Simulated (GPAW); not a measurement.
**Optical response of Cd**

Aim: the dielectric function of Cd, and the optical constants that follow from it.

Program: GPAW 26.7.0. Level of theory: DFT, PBE, plane-wave PAW (GPAW data sets), scalar-relativistic, RPA, optical limit. Results are calculated unless marked as measured.

## 1. Set-up

It takes space group P6_3/mmc (No. 194, hexagonal). Conventional cell: a = 2.979 Å, b = 2.979 Å, c = 5.618 Å, α = 90.00°, β = 90.00°, γ = 120.00°. Nearest to Cd lie 12 Cd at 2.98 to 3.29 Å.

As a file:

```cif
data_structure
_symmetry_space_group_name_H-M 'P6_3/mmc'
_symmetry_Int_Tables_number 194
_cell_length_a 2.9789
_cell_length_b 2.9789
_cell_length_c 5.6177
_cell_angle_alpha 90.000
_cell_angle_beta 90.000
_cell_angle_gamma 120.000
_cell_volume 43.17
loop_
_atom_site_label
_atom_site_type_symbol
_atom_site_symmetry_multiplicity
_atom_site_Wyckoff_symbol
_atom_site_fract_x
_atom_site_fract_y
_atom_site_fract_z
_atom_site_occupancy
Cd1 Cd 2 c 0.66667 0.33333 0.75000 1
```

## 2. Bands for the response

At the fixed density, many empty bands are solved on the mesh of the response, since the spectrum sums over them.

This step: DFT, PBE, plane-wave PAW (GPAW data sets), scalar-relativistic, bands at fixed density (GPAW 26.7.0).

nscf.py

```python
from ase.dft.bandgap import bandgap
from gpaw import GPAW, FermiDirac

calc = GPAW('gs.gpw').fixed_density(kpts={'size': (18, 18, 8), 'gamma': True}, nbands=51, convergence={'bands': 45},
                                    occupations=FermiDirac(0.05), txt='nscf.txt')
print('gap (eV)', bandgap(calc, output=None)[0])
print('direct gap (eV)', bandgap(calc, direct=True, output=None)[0])
print('top band over the Fermi level (eV)', min(calc.get_eigenvalues(kpt=k)[44] for k in range(len(calc.get_ibz_k_points()))) - calc.get_fermi_level())
calc.write('full.gpw', mode='all')
```

Started as:

```sh
$ OMP_NUM_THREADS=1 python nscf.py
```

Numbers of over 12 decimals in the logs are rounded to 6 here.

The program printed:

```text
Diagonalizing LCAO Hamiltonian
Converting LCAO to pw mode
convergence criteria:
- Maximum integral of absolute [eigenst]ate change: 4e-08 eV^2 / valence electron
maximum number of iterations: 150

SCF iterations
|iter     |      energy | eigst |  dens |
|iter:   1||             | +3.66 |       |
|iter:   2||             | +2.31 |       |
|iter:   3||             | +1.29 |       |
|iter:   4||             | +0.22 |       |
|iter:   5||             | -0.61 |       |
|iter:   6||             | -1.40 |       |
|iter:   7||             | -2.07 |       |
|iter:   8||             | -2.74 |       |
|iter:   9||             | -3.36 |       |
|iter:  10||             | -3.99 |       |
|iter:  11||             | -4.59 |       |
|iter:  12||             | -5.19 |       |
|iter:  13||             | -5.77 |       |
|iter:  14||             | -6.35 |       |
|iter:  15||             | -6.83 |       |
|iter:  16||             | -7.31 |       |
|iter:  17||             | -7.66c|       |
SCF steps: 17
  __  _  _
 | _ |_)|_||  |
 |__||  | ||/\| - 26.7.0

Versions:
  Python: 3.12.14
  ASE:    3.29.0
  Numpy:  2.5.5
  Scipy:  1.18.1
  Libxc:  7.0.0

Input parameters:
  mode=PW(ecut=500.0),
  convergence={'bands': 45},
  gpts=array([16, 16, 30]),
  kpts=MonkhorstPack(size=(18, 18, 8), gamma=True),
  maxiter=150,
  nbands=51,
  occupations=Occupations(name='fermi-dirac', width=0.05, fixmagmom=False),
  parallel={},
  xc=XC(name='PBE')

--- standard output ---
gap (eV) 0.0
direct gap (eV) 0.0
top band over the Fermi level (eV) 37.380200
```

It took 6.1 min on 1 thread of Arm Neoverse V1, shared host; peak memory 0.43 GiB.

## 3. Dielectric function, RPA

Transitions between filled and empty bands, summed over the zone, give the optical response, so mesh, band count and broadening shape it.

The induced potential is part of this response.

This step: DFT, PBE, plane-wave PAW (GPAW data sets), scalar-relativistic, RPA, optical limit (GPAW 26.7.0).

df.py

```python
from gpaw.response.df import DielectricFunction

df = DielectricFunction('full.gpw', frequencies={'type': 'nonlinear', 'domega0': 0.03, 'omega2': 8},
                        ecut=50,
                        eta=0.15,
                        nbands=45,
                        rate=0.05,
                        txt='df.txt')
for direction in ['x', 'z']:
    df.get_dielectric_function(xc='RPA', direction=direction, filename=f'df_{direction}.csv')
```

Started as:

```sh
$ OMP_NUM_THREADS=1 python df.py
```

The program printed:

```text
Using integrator: PointIntegrator
NonLinearFrequencyDescriptor(from 0.000 to 55.235 eV, 478 points)
Nonperiodic BCs:  [False False False]
Using integrator: PointIntegrator
NonLinearFrequencyDescriptor(from 0.000 to 55.235 eV, 478 points)
Nonperiodic BCs:  [False False False]
Using integrator: PointIntegrator

Calculating chi0 body with:
    Ground state adapter containing:
    Number of spins: 1
    Number of kpoints: 2592
    Number of irreducible kpoints: 266
    Number of completely occupied states: 10
    Number of partially occupied states: 14

    Linear response parametrization:
    q_c: [0.0, 0.0, 0.0]
    Number of frequency points: 478
    Planewave cutoff: 50.0
    Number of bands: 45
    Number of planewaves: 37
    Broadening (eta): 0.15

Integrating chi0 body.

Symmetries of q_c:
    Direct symmetries (Uq -> q): 12
    Indirect symmetries (TUq -> q): 0
In total 12 allowed symmetries.

266 groups of equivalent kpoints. 89.737654% reduction.

Integral kind: spectral function

Calculating chi0 optical extensions with:
    Ground state adapter containing:
    Number of spins: 1
    Number of kpoints: 2592
    Number of irreducible kpoints: 266
    Number of completely occupied states: 10
    Number of partially occupied states: 14

    Linear response parametrization:
    Number of frequency points: 478
    Planewave cutoff: 50.0
    Number of bands: 45
    Number of planewaves: 37
    Broadening (eta): 0.15
Integrating chi0 head and wings.

Symmetries of q_c:
    Direct symmetries (Uq -> q): 12
    Indirect symmetries (TUq -> q): 0
In total 12 allowed symmetries.

266 groups of equivalent kpoints. 89.737654% reduction.

Integral kind: spectral function wings

Calculating drude chi0 with:
    Number of frequency points:478
    Plasma frequency decay rate: 0.05 eV

    Ground state adapter containing:
    Number of spins: 1
    Number of kpoints: 2592
    Number of irreducible kpoints: 266
    Number of completely occupied states: 10
    Number of partially occupied states: 14

Symmetries of q_c:
    Direct symmetries (Uq -> q): 12
    Indirect symmetries (TUq -> q): 0
In total 12 allowed symmetries.

266 groups of equivalent kpoints. 89.737654% reduction.

Integral kind: intraband
Plasma frequency:
[[ 8.81+0.j  0.  -0.j  0.  +0.j]
 [ 0.  -0.j  8.81+0.j  0.  -0.j]
 [ 0.  +0.j  0.  +0.j 10.28+0.j]]
```

The job ended after 46 s (1 thread; peak memory 0.24 GiB).

The Im ε has structure finer than the step of the table below, so its rows give means over 0.5 eV, whole bins alone (the curve runs from 0.305 to 14.0 eV). Peaks (eV: height): E ∥ x 1.18: 84.9; E ∥ z 1.49: 71.8, 3.06: 15.1.

Sum at mesh points, not converged in k. Im ε against photon energy; means over each step:

```tsv
photon energy (eV)	E ∥ x	E ∥ z
1.0	77.5	36.7
1.5	52.9	57.2
2.0	24.1	18.2
2.5	9.34	6.40
3.0	5.26	10.6
3.5	3.22	3.40
4.0	1.56	1.35
4.5	1.45	0.934
5.0	0.848	0.783
5.5	0.650	1.06
6.0	0.600	0.621
6.5	0.322	0.399
7.0	0.328	0.357
7.5	0.315	0.305
8.0	0.233	0.329
8.5	0.406	0.406
9.0	0.610	0.489
9.5	0.717	0.572
10.0	0.833	0.655
10.5	0.869	0.750
11.0	0.888	0.772
11.5	0.820	0.755
12.0	0.723	0.696
12.5	0.669	0.605
13.0	0.620	0.561
13.5	0.600	0.540
```

Values under 1 per cm are given as 1; sum at mesh points, not converged in k. Absorption coefficient against photon energy:

```tsv
photon energy (eV)	E ∥ x (1/cm)	E ∥ z (1/cm)
0.492	8.4e5	9.9e5
1.010	8.5e5	8.5e5
1.486	1.2e6	1.2e6
1.985	1.3e6	1.4e6
2.508	1.4e6	1.3e6
3.018	1.3e6	1.3e6
3.510	1.4e6	1.4e6
3.980	1.3e6	1.3e6
4.516	1.2e6	1.3e6
4.981	1.2e6	1.2e6
5.515	1.2e6	1.2e6
6.021	1.1e6	1.2e6
6.494	1.1e6	1.1e6
6.985	9.8e5	1.0e6
7.496	9.3e5	9.7e5
8.026	7.6e5	8.3e5
8.516	6.1e5	7.8e5
9.023	5.8e5	6.6e5
9.483	6.1e5	6.3e5
10.026	6.6e5	6.3e5
10.519	6.9e5	6.4e5
11.029	7.4e5	6.8e5
11.479	7.3e5	7.1e5
12.023	7.0e5	6.8e5
12.504	6.5e5	6.3e5
13.000	6.1e5	5.8e5
13.512	5.7e5	5.1e5
```

Sum at mesh points, not converged in k. The loss function −Im 1/ε at q → 0 by energy loss; read off at these points:

```tsv
energy loss (eV)	E ∥ x	E ∥ z
0.500	0.00144	5.9e-4
0.750	0.00574	0.00167
1.000	0.00932	0.00590
1.250	0.00854	0.0146
1.500	0.00874	0.0106
1.750	0.00976	0.00698
2.000	0.0111	0.00757
2.250	0.0106	0.00766
2.500	0.00871	0.00917
2.750	0.0109	0.0192
3.000	0.0151	0.0370
3.250	0.0172	0.0150
3.500	0.0148	0.0105
3.750	0.0127	0.00938
4.000	0.0156	0.0116
4.250	0.0210	0.0148
4.500	0.0273	0.0149
4.750	0.0271	0.0171
5.000	0.0230	0.0252
5.250	0.0246	0.0365
5.500	0.0361	0.0586
5.750	0.0440	0.0435
6.000	0.0521	0.0443
6.250	0.0442	0.0395
6.500	0.0420	0.0499
6.750	0.0600	0.0581
7.000	0.0872	0.0785
7.250	0.128	0.0998
7.500	0.145	0.113
7.750	0.150	0.141
8.000	0.252	0.267
8.250	0.615	0.431
8.500	1.17	0.541
8.750	1.46	0.812
9.000	1.51	1.23
9.250	1.38	1.29
9.500	1.39	1.50
9.617	1.36	1.56
9.750	1.28	1.52
10.000	1.19	1.48
10.250	1.19	1.47
10.500	1.14	1.34
10.750	1.12	1.24
11.000	1.13	1.33
11.250	1.15	1.29
11.500	1.23	1.32
11.750	1.24	1.34
12.000	1.42	1.46
12.250	1.44	1.51
12.500	1.41	1.62
12.750	1.39	1.53
13.000	1.49	1.62
13.250	1.41	1.53
13.500	1.29	1.31
13.750	1.23	1.21
```

The Im ε, E ∥ x has structure finer than the step of the table below, so its rows give means over 0.25 eV, whole bins alone (the curve runs from 0.305 to 14.0 eV). Peaks (eV: height): without local fields 1.178: 87.4; with local fields 1.178: 84.9.

Sum at mesh points, not converged in k. Im ε, E ∥ x against photon energy; means over each step:

```tsv
photon energy (eV)	without local fields	with local fields
0.50	128	128
0.75	73.5	71.7
1.00	79.3	76.7
1.25	78.7	77.2
1.50	52.1	52.2
1.75	32.5	33.0
2.00	22.8	23.4
2.25	16.3	17.1
2.50	8.00	8.46
2.75	5.54	5.78
3.00	5.07	5.31
3.25	4.35	4.66
3.50	2.93	3.21
3.75	1.71	1.86
4.00	1.41	1.52
4.25	1.39	1.49
4.50	1.36	1.49
4.75	1.10	1.24
5.00	0.722	0.813
5.25	0.572	0.628
5.50	0.618	0.659
5.75	0.606	0.660
6.00	0.544	0.623
6.25	0.384	0.446
6.50	0.275	0.303
6.75	0.277	0.302
7.00	0.298	0.323
7.25	0.322	0.363
7.50	0.274	0.324
7.75	0.208	0.232
8.00	0.213	0.221
8.25	0.292	0.296
8.50	0.395	0.405
8.75	0.511	0.519
9.00	0.626	0.606
9.25	0.727	0.686
9.50	0.756	0.712
9.75	0.821	0.778
10.00	0.885	0.841
10.25	0.888	0.845
10.50	0.934	0.873
10.75	0.965	0.896
11.00	0.950	0.888
11.25	0.918	0.860
11.50	0.869	0.813
11.75	0.863	0.801
12.00	0.769	0.712
12.25	0.729	0.672
12.50	0.723	0.667
12.75	0.716	0.665
13.00	0.663	0.612
13.25	0.652	0.595
13.50	0.659	0.597
13.75	0.682	0.618
```

Sum at mesh points, not converged in k. Table of reflectivity at normal incidence by photon energy; read off at these points:

```tsv
photon energy (eV)	E ∥ x (%)	E ∥ z (%)
0.500	95.1	97.7
0.750	88.1	96.0
1.000	82.0	90.2
1.250	82.8	78.4
1.500	84.9	80.1
1.750	85.8	88.8
2.000	85.9	90.1
2.250	87.3	91.5
2.500	91.0	91.5
2.750	90.4	85.7
3.000	88.2	71.4
3.250	87.5	87.2
3.500	89.9	92.2
3.750	92.2	93.9
3.807	92.2	94.0
4.000	91.5	93.3
4.250	89.6	92.2
4.500	87.6	92.9
4.750	88.4	92.6
5.000	90.9	90.4
5.250	91.2	87.4
5.500	88.5	81.4
5.750	87.1	86.1
6.000	85.9	87.2
6.250	88.7	89.5
6.500	90.5	88.2
6.750	88.3	87.7
7.000	85.3	85.5
7.250	80.9	83.3
7.500	80.6	83.3
7.750	83.1	82.7
8.000	79.0	74.4
8.250	64.6	64.1
8.500	47.4	61.0
8.750	34.3	55.2
9.000	27.1	40.4
9.250	23.8	35.3
9.500	20.6	30.7
9.750	17.7	24.5
10.000	17.2	21.9
10.250	17.4	18.8
10.500	16.0	16.8
10.750	16.3	17.7
11.000	17.0	17.3
11.250	17.3	16.9
11.500	16.5	16.8
11.750	16.7	16.5
12.000	17.1	16.3
12.250	14.4	16.3
12.500	12.7	14.4
12.750	12.5	12.4
13.000	11.6	11.9
13.250	10.0	10.1
13.500	8.36	7.54
13.750	8.06	7.32
```

Optical constants at common wavelengths, from n + ik = √ε:

```tsv
wavelength (nm)	n x	k x	R (%) x	1/α x	n z	k z	R (%) z	1/α z
1550	3.91	9.244	85.7	13 nm	1.61	11.287	95.2	11 nm
800	2.93	8.065	85.5	7.9 nm	4.20	8.252	82.4	7.7 nm
633	1.82	6.633	86.0	7.6 nm	1.34	6.928	90.0	7.3 nm
532	1.12	6.039	89.1	7.0 nm	0.70	5.585	91.8	7.6 nm
450	0.60	4.735	90.4	7.6 nm	0.72	4.101	85.4	8.7 nm
365	0.51	3.905	88.3	7.4 nm	0.48	4.286	90.6	6.8 nm
308	0.24	3.094	91.3	7.9 nm	0.20	3.215	93.1	7.6 nm
```

In reflection the computed colour is near white: x = 0.312, y = 0.333, luminous reflectivity 89 %.

## 4. Summary of results

What this shows: At this level (PBE, RPA) Cd is a metal. The mesh is too coarse to trust the carriers' weight, the reflectivity or the colour to better than tens of per cent. In reflection the computed colour is near white: x = 0.312, y = 0.333, luminous reflectivity 89 %. The carriers' damping of 0.05 eV is typed, not computed; it shapes the response at the lowest energies. In this version of GPAW the matrix elements of the optical limit are incomplete, which can lower ε − 1 by up to a tenth where first-row anions or d states rule, and shift it by more in d metals. GPAW's carrier term has the form −ωp²/(ω + i·rate)², which damps like twice the rate and fails at low energy, so the curves leave the lowest energies out. The sum runs over mesh points 0.14 Å⁻¹ apart with no interpolation, so peaks are partly noise of the mesh, and the Drude plasma energy, a sum over the Fermi surface, isn't converged.

[Machine, clock and banner lines and Python warnings are left out of the logs.]

[Logs are printed without paths, hosts, clocks, repeated set-up lines and the standing remarks that a program may print on its own settings, such as how far it seeks lower states.]

[Hosts, paths, dates, database ids (printed as entryN), source tags and the programs' standing remarks are cut or masked in the printed files.]
